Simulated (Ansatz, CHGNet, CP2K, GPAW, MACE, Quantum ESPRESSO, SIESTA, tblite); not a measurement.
# GPAW runs on Σ3 (111)[11-2] symmetric tilt boundary in Na2S (72 atoms)

Wanted: GPAW inputs and outputs for Σ3 (111)[11-2] symmetric tilt boundary in Na2S (72 atoms), checked against a plane-wave reference.

Method: the method is named at each step, in GPAW 26.7.0.

## (1) The structure

The cell holds 72 atoms: 24 S and 48 Na. Cell: a = 8.010 Å, b = 9.249 Å, c = 22.675 Å, α = 90.0°, β = 90.0°, γ = 90.0°. It derives from Na2S (fluorite-type). Antifluorite-type Na2S (a = 6.54 Å); two grains mirrored in (111), tilt axis [11-2]; 1 x 2 boundary periods, 1 lattice periods a grain, two boundaries a cell, upper grain shifted by [0.404, 0] of the boundary cell and opened by 0.01 Å, no atom removed; not relaxed, displaced by a Gaussian of 0.02 Å. Then every atom was moved at random, 0.03 Å r.m.s. a Cartesian component. Regions: lower grain, 36 atoms (12 S and 24 Na); upper grain, 36 atoms (12 S and 24 Na). The structure's axis is c.

The yardstick, on the same geometry:

- method: Kohn-Sham DFT, PBE, PAW, plane waves (Ansatz 0.2.0); cutoff 420 eV, Γ point, fermi-dirac smearing of 0.05 eV; PAW set soft_2
- r.m.s. force component: 0.5607 eV/Å
- longest force: 2.847 eV/Å
- pressure: 1.154 GPa
- gap (highest filled to lowest empty level): 2.208 eV
- SCF cycles: 8
- time: 8.8 s on 8 threads of Arm Neoverse V2, shared host
- CPU time: 64 s

## (2) PBE, LCAO dzp, h 0.2 Å

Method: Kohn-Sham DFT, PBE, PAW, atomic orbitals (dzp).

Contents of run.py:

```python
import numpy as np
from ase.io import read
from gpaw import GPAW, FermiDirac

atoms = read("structure.xyz")
atoms.calc = GPAW(
    mode="lcao",
    basis="dzp",
    h=0.2,
    xc="PBE",
    kpts={"size": (1, 1, 1), "gamma": True},
    occupations=FermiDirac(0.05),
    maxiter=200,
    symmetry={"point_group": False},
    txt="gpaw.txt",
)
energy = atoms.get_potential_energy(force_consistent=True)
forces = atoms.get_forces()
print(f"energy {energy:.6f} eV")
print("forces (eV/A)")
for i, (a, f) in enumerate(zip(atoms, forces)):
    print(f"{i:4d} {a.symbol:2s} {f[0]:10.5f} {f[1]:10.5f} {f[2]:10.5f}")
print(f"Fermi level {atoms.calc.get_fermi_level():.4f} eV")
for k in range(len(atoms.calc.get_ibz_k_points())):
    for s in range(atoms.calc.get_number_of_spins()):
        e = atoms.calc.get_eigenvalues(kpt=k, spin=s)
        n = np.searchsorted(e, atoms.calc.get_fermi_level())
        print(f"k {k} spin {s} levels about the Fermi level:", np.round(e[max(n - 6, 0):n], 4).tolist(), "|", np.round(e[n:n + 6], 4).tolist())
```

Contents of structure.xyz:

```xyz
72
Lattice="8.00983 0.00000 0.00000 0.00000 9.24896 0.00000 0.00000 0.00000 22.67522" Properties=species:S:1:pos:R:3 pbc="T T T"
S 3.95069 2.30438 0.03424
Na 4.01645 2.31400 2.80107
Na 4.01853 2.29652 8.46285
S 6.65008 2.33388 3.78858
Na 6.67003 2.29800 6.62774
Na 6.74644 2.25212 0.92311
S 0.04069 0.01887 22.65300
Na 7.93886 9.24554 2.78361
Na 7.99589 0.01822 8.52611
S 2.71910 9.18301 3.74980
Na 2.66535 0.03505 6.61754
Na 2.58838 9.22436 0.88728
S 5.30731 9.23842 7.51888
Na 5.37051 9.20808 10.42539
Na 5.29690 0.02127 4.76406
S 4.12867 6.90250 22.64461
Na 3.98745 6.96521 2.85050
Na 4.02198 7.00461 8.45695
S 6.61716 6.98028 3.79765
Na 6.60843 6.96400 6.56720
Na 6.71552 6.87688 0.90769
S 0.00569 4.57972 0.00658
Na 0.00833 4.52801 2.85436
Na 0.07697 4.63549 8.52157
S 2.68578 4.62411 3.74413
Na 2.64909 4.60293 6.59191
Na 2.64340 4.63604 0.93172
S 5.34111 4.64742 7.48169
Na 5.34216 4.57204 10.35600
Na 5.34095 4.67470 4.77994
S 1.30200 2.27719 7.54223
Na 1.37425 2.32195 10.37505
Na 1.35687 2.31104 4.73232
S 1.31938 6.94070 7.52681
Na 1.42919 6.96493 10.37301
Na 1.31674 6.93746 4.68697
S 7.27805 2.28311 11.35598
Na 7.28766 2.34933 19.89615
Na 7.25010 2.26045 14.18131
S 2.01215 2.31261 18.87304
Na 1.88607 2.31585 16.07741
Na 1.91972 2.32713 21.76640
S 3.25880 9.16637 11.32967
Na 3.26881 0.00120 19.81179
Na 3.21362 9.23657 14.23482
S 5.90477 0.01378 18.80411
Na 5.91694 0.03820 16.07673
Na 5.91974 0.03126 21.75642
S 0.63414 9.21002 15.11213
Na 0.56782 0.02423 12.24190
Na 0.58672 0.00185 17.96082
S 7.22927 6.96262 11.38591
Na 7.25258 6.93385 19.90091
Na 7.24769 6.88298 14.19378
S 1.85612 6.94948 18.86941
Na 1.90217 6.95753 16.06743
[... 12 atom lines left out ...]
Na 4.59115 2.28338 17.94948
S 4.52395 6.93459 15.16111
Na 4.59884 6.89122 12.22875
Na 4.56905 6.89427 17.93723
```

Run with:

```sh
$ OMP_NUM_THREADS=1 python run.py > output.txt
```

The program printed:

```text
energy -227.460963 eV
forces (eV/A)
   0 S     2.84622   -0.08439    0.81642
   1 Na   -0.00001   -0.02818    0.06296
   2 Na   -0.10541    0.03925   -0.02858
   3 S     0.09900   -0.13311    0.01862
   4 Na    0.00479    0.05052   -0.06295
   5 Na   -0.06184    0.19715    0.26314
   6 S     1.89700   -0.19198    0.45889
   7 Na    0.11008   -0.00289    0.20885
   8 Na   -0.09487   -0.10604   -0.07646
   9 S    -0.41960    0.28717    0.05164
  10 Na   -0.08215   -0.15853   -0.07158
  11 Na    0.44954   -0.00526    0.35486
  12 S     0.18829    0.17133    0.24542
  13 Na    2.29026    0.04744   -0.85978
  14 Na    0.08011    0.01945   -0.18485
  15 S     1.04285    0.03160    0.28106
  16 Na    0.13968   -0.12731   -0.12555
  17 Na   -0.15233   -0.15354   -0.01922
  18 S     0.25493   -0.12689   -0.15416
  19 Na    0.21284   -0.02101    0.09849
  20 Na    0.13512    0.06547    0.33082
  21 S     1.51859    0.07037    0.29038
  22 Na   -0.04813    0.21569   -0.00381
  23 Na   -0.23106    0.04996   -0.12023
[...]
64 Na   -0.06569    0.07045    0.06867
  65 Na   -0.23503   -0.00695   -0.06692
  66 S    -0.20612   -0.05956    0.05059
  67 Na   -0.28578   -0.10415    0.30519
  68 Na    0.11493    0.10894   -0.10375
  69 S     0.24839    0.01225   -0.12419
  70 Na   -0.19570    0.02497    0.35864
  71 Na   -0.00009    0.08483    0.10854
Fermi level 1.6097 eV
k 0 spin 0 levels about the Fermi level: [0.3747, 0.3925, 0.4029, 0.4511, 0.4639, 0.4854] | [2.6802, 3.3048, 3.6325, 4.3662, 4.4792, 4.5004]
```

gpaw.txt:

```text
Input parameters:
  mode=LCAO(),
  basis={'default': 'dzp'},
  h=0.2,
  kpts=MonkhorstPack(size=(1, 1, 1), gamma=True),
  maxiter=200,
  occupations=Occupations(name='fermi-dirac', width=0.05, fixmagmom=False),
  symmetry=Symmetry(point_group=False),
  xc=XC(name='PBE')
Unit cell  # Å
| periodic |        x |        y |         z |   lengths |    angles |
|----------|----------|----------|-----------|-----------|-----------|
|      yes | 8.009830 | 0.000000 |  0.000000 |  8.009830 | 90.000000 |
|      yes | 0.000000 | 9.248960 |  0.000000 |  9.248960 | 90.000000 |
|      yes | 0.000000 | 0.000000 | 22.675220 | 22.675220 | 90.000000 |
Number of symmetries: 1
Symmetry operations  # r_c * U_cc + t_c -> r_c
|   | kind |            matrix            |
|---|------|------------------------------|
| 0 |  E   |  1, 0, 0,  0, 1, 0,  0, 0, 1 |
BZ-sampling:
  Number of BZ points: 1
  Number of IBZ points: 1
  Monkhorst-Pack size: [1, 1, 1]
  Monkhorst-Pack shift: [0, 0, 0]
[... lines left out ...]
      Number of RI-basis functions 0
Reference energy: -472676.181429  # eV
eigensolver:
density mixing:
  MSR1-Mixer
occupation numbers:
  Fermi-Dirac:
    width: 0.0500  # eV
FastPoissonSolver using
    Stencil: 6*3+1=19 point O(h^6) finite-difference Laplacian
xc functional:
  name: PBE with 2 nearest neighbor stencil
interpolation: tri-quintic # 5. degree polynomial
Initialization done in: 12.850 s
convergence criteria:
- Maximum [total energy] change in last 3 cyles: 0.0005 eV / valence electron
- Maximum integral of absolute [dens]ity change: 0.0001 electrons / valence electron
- Maximum integral of absolute [eigenst]ate change: 4e-08 eV^2 / valence electron
maximum number of iterations: 200
SCF iterations
|iter     |      energy | eigst |  dens |
|---------|-------------|-------|-------|
|iter:   1| -232.595647 |      c|       |
|iter:   2| -231.295559 |      c| -1.22 |
|iter:   3| -227.296680 |      c| -1.25 |
|iter:   4| -227.440188 |      c| -1.79 |
|iter:   5| -227.460606c|      c| -2.24 |
|iter:   6| -227.460999c|      c| -3.42 |
|iter:   7| -227.460956c|      c| -3.72 |
|iter:   8| -227.460963c|      c| -4.02c|
Converged in 8 steps
SCF loop duration: 419.737 s (52.467 s/step)
Energy contributions relative to reference atoms: (reference = -472676.181429)
Energy contributions:
  Kinetic:         404.027188
  Coulomb:        -364.637835
  Zero:              1.589616
  External:          0.000000
  Xc:             -268.439932
  Entropy:          -0.000000
  Spinorbit:         0.000000
  ----------------------------
  Free energy:    -227.460963
  Extrapolated:   -227.460963
dipole moment: (-59.875709, 18.783611, -0.346909)  # |e|*Ang
Fermi level: 1.610
Eigenvalues  # (at kpt = [0.000, 0.000, 0.000])
| band index |      eig [eV] | occ [0-2] |
|------------|---------------|-----------|
|          0 |       -22.598 |     2.000 |
|        ... |               |           |
|        232 |         0.337 |     2.000 |
|        233 |         0.338 |     2.000 |
[...]
|        247 |         4.787 |     0.000 |
|        ... |               |           |
|        291 |         7.580 |     0.000 |
Gap: 2.195 eV
Transition (v -> c):
  (s=0, k=0, n=239, [0.00, 0.00, 0.00]) -> (s=0, k=0, n=240, [0.00, 0.00, 0.00])
No difference between direct/indirect transitions
Force computation time: 134.512  # s
timing:  # [seconds]
  Total:  567.134  # ━━━━━━━━━━━━━━━━━━━━━━━━━━━━━━━━━━━━━━━━━━━━━━━━━━━━━━━━
  Init:    12.850  # ━╸
  SCF:    419.737  # ━━━━━━━━━━━━━━━━━━━━━━━━━━━━━━━━━━━━━━━━━╸
  Forces: 134.514  # ━━━━━━━━━━━━━╸
```

Run time: 9.5 min. Hardware: 1 thread of Arm Neoverse V2, shared host; peak memory 2.6 GiB.

Banners, paths, timers and routine set-up lines are dropped from the logs unmarked, and long logs keep their key lines alone; longer cuts are marked.

Against the reference:

| Item | Value |
| --- | --- |
| r.m.s. force component | 0.599 eV/Å |
| r.m.s. difference of force components | 41.17 meV/Å |
| longest difference of force vectors | 190.6 meV/Å |
| force difference over r.m.s. force | 7.342 % |
| slope of forces against the reference's | 1.068 |
| correlation of force components | 0.9997 |
| gap (highest filled to lowest empty level) | 2.195 eV |
| gap difference | -0.0137 eV |

Length of the force difference by element (eV/Å):

| element | atoms | mean | most |
| --- | --- | --- | --- |
| Na | 48 | 0.037 | 0.19 |
| S | 24 | 0.069 | 0.16 |

Levels nearest the highest filled one (eV from it): -0.11, -0.09, -0.08, -0.03, -0.02, 0.00, 2.19, 2.82, 3.15, 3.88, 3.99, 4.01.

Local excerpt of 10 atoms (numbers count through the whole input) about Na42, which bears the longest force; x, y, z are measured from there.

| atom | x | y | z | distance (Å) | bonds | Fx | Fy | Fz (eV/Å) |
| --- | --- | --- | --- | --- | --- | --- | --- | --- |
| Na42 | 0.00 | 0.00 | 0.00 | 0.00 | 4 | -2.78 | 0.01 | -1.23 |
| S1 | 2.03 | -0.02 | 0.94 | 2.24 | 7 | 2.85 | -0.08 | 0.82 |
| S40 | 0.09 | -0.01 | -2.89 | 2.89 | 8 | -0.47 | -0.09 | 0.21 |
| Na12 | 0.67 | -2.35 | 1.80 | 3.03 | 4 | 0.45 | -0.01 | 0.35 |
| Na27 | 0.72 | 2.31 | 1.84 | 3.04 | 4 | 0.24 | 0.01 | 0.24 |
| S22 | -1.91 | 2.25 | 0.92 | 3.09 | 7 | 1.52 | 0.07 | 0.29 |
| S7 | -1.88 | -2.31 | 0.89 | 3.11 | 7 | 1.90 | -0.19 | 0.46 |
| Na38 | -2.64 | 0.02 | -1.87 | 3.24 | 3 | 0.08 | -0.04 | -0.18 |
| Na59 | 1.26 | 2.26 | -1.98 | 3.26 | 3 | 0.28 | 0.14 | 0.00 |
| Na44 | 1.35 | -2.33 | -1.95 | 3.32 | 3 | 0.09 | -0.05 | -0.05 |

Atoms are counted from 1 here, from 0 in the log.

Forces lie 7.3 % from the reference's, at 8.9 times its CPU time (on 1 against 8 cores).

## (3) PBE, LCAO sz(dzp), h 0.2 Å

Method: Kohn-Sham DFT, PBE, PAW, atomic orbitals (sz(dzp)).

Changes to run.py since step 2:

```diff
@@ -7,3 +7,3 @@
     mode="lcao",
-    basis="dzp",
+    basis="sz(dzp)",
     h=0.2,
```

structure.xyz is that of step 2.

The program printed:

```text
energy -216.224047 eV
forces (eV/A)
   0 S     3.06742   -0.09296    0.91440
   1 Na    0.03464   -0.02820    0.03725
   2 Na   -0.12236    0.04123    0.01333
   3 S     0.09949   -0.14241    0.03352
   4 Na    0.02829    0.05963   -0.08623
   5 Na   -0.09679    0.21115    0.25027
   6 S     2.06121   -0.21166    0.52247
   7 Na    0.12170   -0.00161    0.21142
   8 Na   -0.11584   -0.12178   -0.03612
   9 S    -0.43734    0.31193    0.05649
  10 Na   -0.08452   -0.16695   -0.09205
  11 Na    0.43095   -0.01204    0.35004
  12 S     0.19545    0.17995    0.25430
  13 Na    2.46383    0.06868   -0.93285
  14 Na    0.08111    0.03509   -0.19145
  15 S     1.15018    0.04272    0.33090
  16 Na    0.18110   -0.13166   -0.15500
  17 Na   -0.16982   -0.16738    0.01922
  18 S     0.26731   -0.14132   -0.15831
  19 Na    0.24710   -0.01783    0.09074
  20 Na    0.12711    0.06314    0.33241
  21 S     1.65286    0.07714    0.33816
  22 Na   -0.03749    0.22413   -0.01124
  23 Na   -0.25170    0.05117   -0.07317
[...]
64 Na   -0.04409    0.07359    0.05013
  65 Na   -0.25933   -0.00216   -0.09639
  66 S    -0.21750   -0.05470    0.06302
  67 Na   -0.26457   -0.12200    0.30069
  68 Na    0.10989    0.11172   -0.13916
  69 S     0.26195    0.01728   -0.12923
  70 Na   -0.17693    0.02582    0.36852
  71 Na   -0.01146    0.09365    0.11331
Fermi level 1.8535 eV
k 0 spin 0 levels about the Fermi level: [0.6608, 0.6698, 0.6883, 0.7485, 0.778, 0.7961] | [2.8672, 3.5354, 3.7981, 4.7874, 4.8272, 4.8864]
```

gpaw.txt:

```text
Input parameters:
  mode=LCAO(),
  basis={'default': 'sz(dzp)'},
  h=0.2,
  kpts=MonkhorstPack(size=(1, 1, 1), gamma=True),
  maxiter=200,
  occupations=Occupations(name='fermi-dirac', width=0.05, fixmagmom=False),
  symmetry=Symmetry(point_group=False),
  xc=XC(name='PBE')
Unit cell  # Å
| periodic |        x |        y |         z |   lengths |    angles |
[... lines left out ...]
  Fermi-Dirac:
[... lines left out ...]
convergence criteria:
- Maximum [total energy] change in last 3 cyles: 0.0005 eV / valence electron
[... lines left out ...]
Converged in 7 steps
[... lines left out ...]
  Free energy:    -216.224047
  Extrapolated:   -216.224047
dipole moment: (-59.690110, 18.617530, -0.642608)  # |e|*Ang
Fermi level: 1.853
Eigenvalues  # (at kpt = [0.000, 0.000, 0.000])
| band index |      eig [eV] | occ [0-2] |
|------------|---------------|-----------|
|          0 |       -22.677 |     2.000 |
|        ... |               |           |
|        232 |         0.560 |     2.000 |
|        233 |         0.562 |     2.000 |
[...]
|        247 |         5.183 |     0.000 |
|        ... |               |           |
|        291 |         8.277 |     0.000 |
Gap: 2.071 eV
Transition (v -> c):
  (s=0, k=0, n=239, [0.00, 0.00, 0.00]) -> (s=0, k=0, n=240, [0.00, 0.00, 0.00])
No difference between direct/indirect transitions
Force computation time: 48.854  # s
timing:  # [seconds]
  Total:  196.923  # ━━━━━━━━━━━━━━━━━━━━━━━━━━━━━━━━━━━━━━━━━━━━━━━━━━━━━━━━
  Init:     8.964  # ━━╸
  SCF:    139.033  # ━━━━━━━━━━━━━━━━━━━━━━━━━━━━━━━━━━━━━━━╸
  Forces:  48.854  # ━━━━━━━━━━━━━━
```

The job ended after 3.3 min (1 thread; peak memory 2.1 GiB).

Against the reference:

```yaml
r_m_s_force_component: 0.6467 eV/Å
r_m_s_difference_of_force_components: 88.4 meV/Å
longest_difference_of_force_vectors: 419.4 meV/Å
force_difference_over_r_m_s_force: 15.77 %
slope_of_forces_against_the_reference_s: 1.153
correlation_of_force_components: 0.9994
spacing_of_highest_filled_and_lowest_empty_level: 2.071 eV
gap_difference: -0.1374 eV
```

This is a coarse setting, run to see what it loses.

Against the first run (7.3 %), the force difference from the reference is 16 %, at 0.35 times the CPU time, with 432 basis functions against 1128: the smaller basis costs accuracy.

## (4) PBE, LCAO dzp, h 0.28 Å

Method: Kohn-Sham DFT, PBE, PAW, atomic orbitals (dzp).

Changes to run.py since step 3:

```diff
@@ -7,4 +7,4 @@
     mode="lcao",
-    basis="sz(dzp)",
-    h=0.2,
+    basis="dzp",
+    h=0.28,
     xc="PBE",
```

structure.xyz is that of step 3.

The program printed:

```text
energy -219.265301 eV
forces (eV/A)
   0 S     2.87924   -0.02355    0.89129
   1 Na    0.00070   -0.02826    0.06317
   2 Na   -0.10714    0.03982   -0.02627
   3 S     0.12052   -0.08600   -0.08482
   4 Na   -0.00006    0.05213   -0.06340
   5 Na   -0.06049    0.19940    0.26263
[...]
69 S     0.15552    0.00048   -0.12243
  70 Na   -0.19715    0.02428    0.35991
  71 Na   -0.00218    0.08815    0.10934
Fermi level 1.6126 eV
k 0 spin 0 levels about the Fermi level: [0.3746, 0.3921, 0.4022, 0.4506, 0.4635, 0.485] | [2.6856, 3.3093, 3.6378, 4.3677, 4.4819, 4.5035]
```

gpaw.txt:

```text
Input parameters:
  mode=LCAO(),
  basis={'default': 'dzp'},
  h=0.28,
  kpts=MonkhorstPack(size=(1, 1, 1), gamma=True),
  maxiter=200,
  occupations=Occupations(name='fermi-dirac', width=0.05, fixmagmom=False),
[... lines left out ...]
  Fermi-Dirac:
[... lines left out ...]
convergence criteria:
- Maximum [total energy] change in last 3 cyles: 0.0005 eV / valence electron
[... lines left out ...]
Converged in 8 steps
[... lines left out ...]
  Free energy:    -219.265301
[... lines left out ...]
Fermi level: 1.613
[... lines left out ...]
|        ... |               |           |
|        291 |         7.581 |     0.000 |
Gap: 2.201 eV
Transition (v -> c):
  (s=0, k=0, n=239, [0.00, 0.00, 0.00]) -> (s=0, k=0, n=240, [0.00, 0.00, 0.00])
No difference between direct/indirect transitions
Force computation time: 48.971  # s
timing:  # [seconds]
  Total:  209.286  # ━━━━━━━━━━━━━━━━━━━━━━━━━━━━━━━━━━━━━━━━━━━━━━━━━━━━━━━━
  Init:     9.314  # ━━╸
  SCF:    150.968  # ━━━━━━━━━━━━━━━━━━━━━━━━━━━━━━━━━━━━━━━━╸
  Forces:  48.971  # ━━━━━━━━━━━━━
```

It took 3.5 min on 1 thread; peak memory 1 GiB.

Against the reference:

```yaml
r_m_s_force_component: 0.6002 eV/Å
r_m_s_difference_of_force_components: 49.06 meV/Å
longest_difference_of_force_vectors: 210.8 meV/Å
force_difference_over_r_m_s_force: 8.75 %
slope_of_forces_against_the_reference_s: 1.069
correlation_of_force_components: 0.9987
spacing_of_highest_filled_and_lowest_empty_level: 2.201 eV
gap_difference: -0.0079 eV
energy_less_the_same_level_run_s: 113.8 meV/atom
r_m_s_force_difference_from_the_same_level_run: 31.76 meV/Å
```

This is a coarse setting, run to see what it loses.

Against the first run (7.3 %), the force difference from the reference is 8.7 %, at 0.37 times the CPU time: the grid matters here.

The difference per atom is largest on S (0.10 eV/Å on average, against 0.039 on Na).

## (5) The ladder

Differences are against the plane-wave reference, forces as r.m.s. over components; share is that over the reference's r.m.s. force, slope the least-squares factor from reference forces to these. Total energies of different programs have different zeros and aren't compared.

| run | Δ force, r.m.s. (meV/Å) | share (%) | slope | Δ gap (eV) | cores | CPU time | memory (GiB) |
| --- | --- | --- | --- | --- | --- | --- | --- |
| reference | - | - | - | - | 8 | 64 s | 1.9 |
| GPAW PBE, LCAO dzp, h 0.2 Å | 41.2 | 7.34 | 1.068 | -0.0137 | 1 | 9.5 min | 2.6 |
| GPAW PBE, LCAO sz(dzp), h 0.2 Å (coarse) | 88.4 | 15.8 | 1.153 | -0.137 | 1 | 3.3 min | 2.1 |
| GPAW PBE, LCAO dzp, h 0.28 Å (coarse) | 49.1 | 8.75 | 1.069 | -0.0079 | 1 | 3.5 min | 1.0 |

Rows marked coarse were listed beforehand as settings not expected to be converged; some can still land near the reference.

CPU time is summed over cores on a shared host, where runs went side by side, so it is rough. Symmetry, cutoffs, thresholds, outputs and thread counts weren't matched or tuned between programs; memory under MPI is the largest rank's times the ranks.

Within one program, basis, potentials and functional, energies share a zero. Each run against its twin at the usual cutoff or grid and solver:

| run | twin | Δ energy (meV/atom) | Δ force, r.m.s. (meV/Å) | CPU time over the twin's |
| --- | --- | --- | --- | --- |
| GPAW PBE, LCAO dzp, h 0.28 Å | LCAO dzp, h 0.2 Å | 114 | 31.8 | 0.37 |

Further runs of this program without a result: GPAW PBE, LCAO szp(dzp), h 0.2 Å (cut off at its time limit).

## (6) Summary of results

| Quantity | Value |
| --- | --- |
| nearest in forces | GPAW PBE, LCAO dzp, h 0.2 Å, 7.3 % |
| its CPU time | 9.5 min |

What this shows: The PBE run in local orbitals, coarse settings apart, differs by 7.3 % (GPAW PBE, LCAO dzp, h 0.2 Å); basis, grid and potentials can all enter. Runs with settings chosen to be coarse differ by 8.7 % (GPAW PBE, LCAO dzp, h 0.28 Å) to 16 % (GPAW PBE, LCAO sz(dzp), h 0.2 Å), their programs' other errors included. None of the electronic-structure runs in the table takes under half the reference's CPU time of 64 s; they take 3.1 to 8.9 times as much. GPAW PBE, LCAO sz(dzp), h 0.2 Å stiffens the forces by a factor of 1.15 while following their directions (correlation 0.999); the slopes of the 3 GPAW runs lie between 1.07 and 1.15. At the same functional, gaps differ from the reference's 2.21 eV by between -0.14 and -0.01 eV. These are spacings on the run's k-points, which needn't hold the band edges. The potentials hold different valence shells: 576 electrons in the reference, 480 in GPAW; this bears on time and differences. The host structure and its lattice constant were typed by rule, without a check against the phase diagram. The electronic-structure runs sample only Γ, in a cell whose shortest periodic width is 8 Å.

[Also dropped from logs without a mark: logging warnings of Python, and SIESTA's first energy breakdown and zero terms.]

[Logs are printed without paths, hosts, clocks, repeated set-up lines and the standing remarks that a program may print on its own settings, such as how far it seeks lower states.]

[Hosts, paths, dates, database ids (printed as entryN), source tags and the programs' standing remarks are cut or masked in the printed files.]
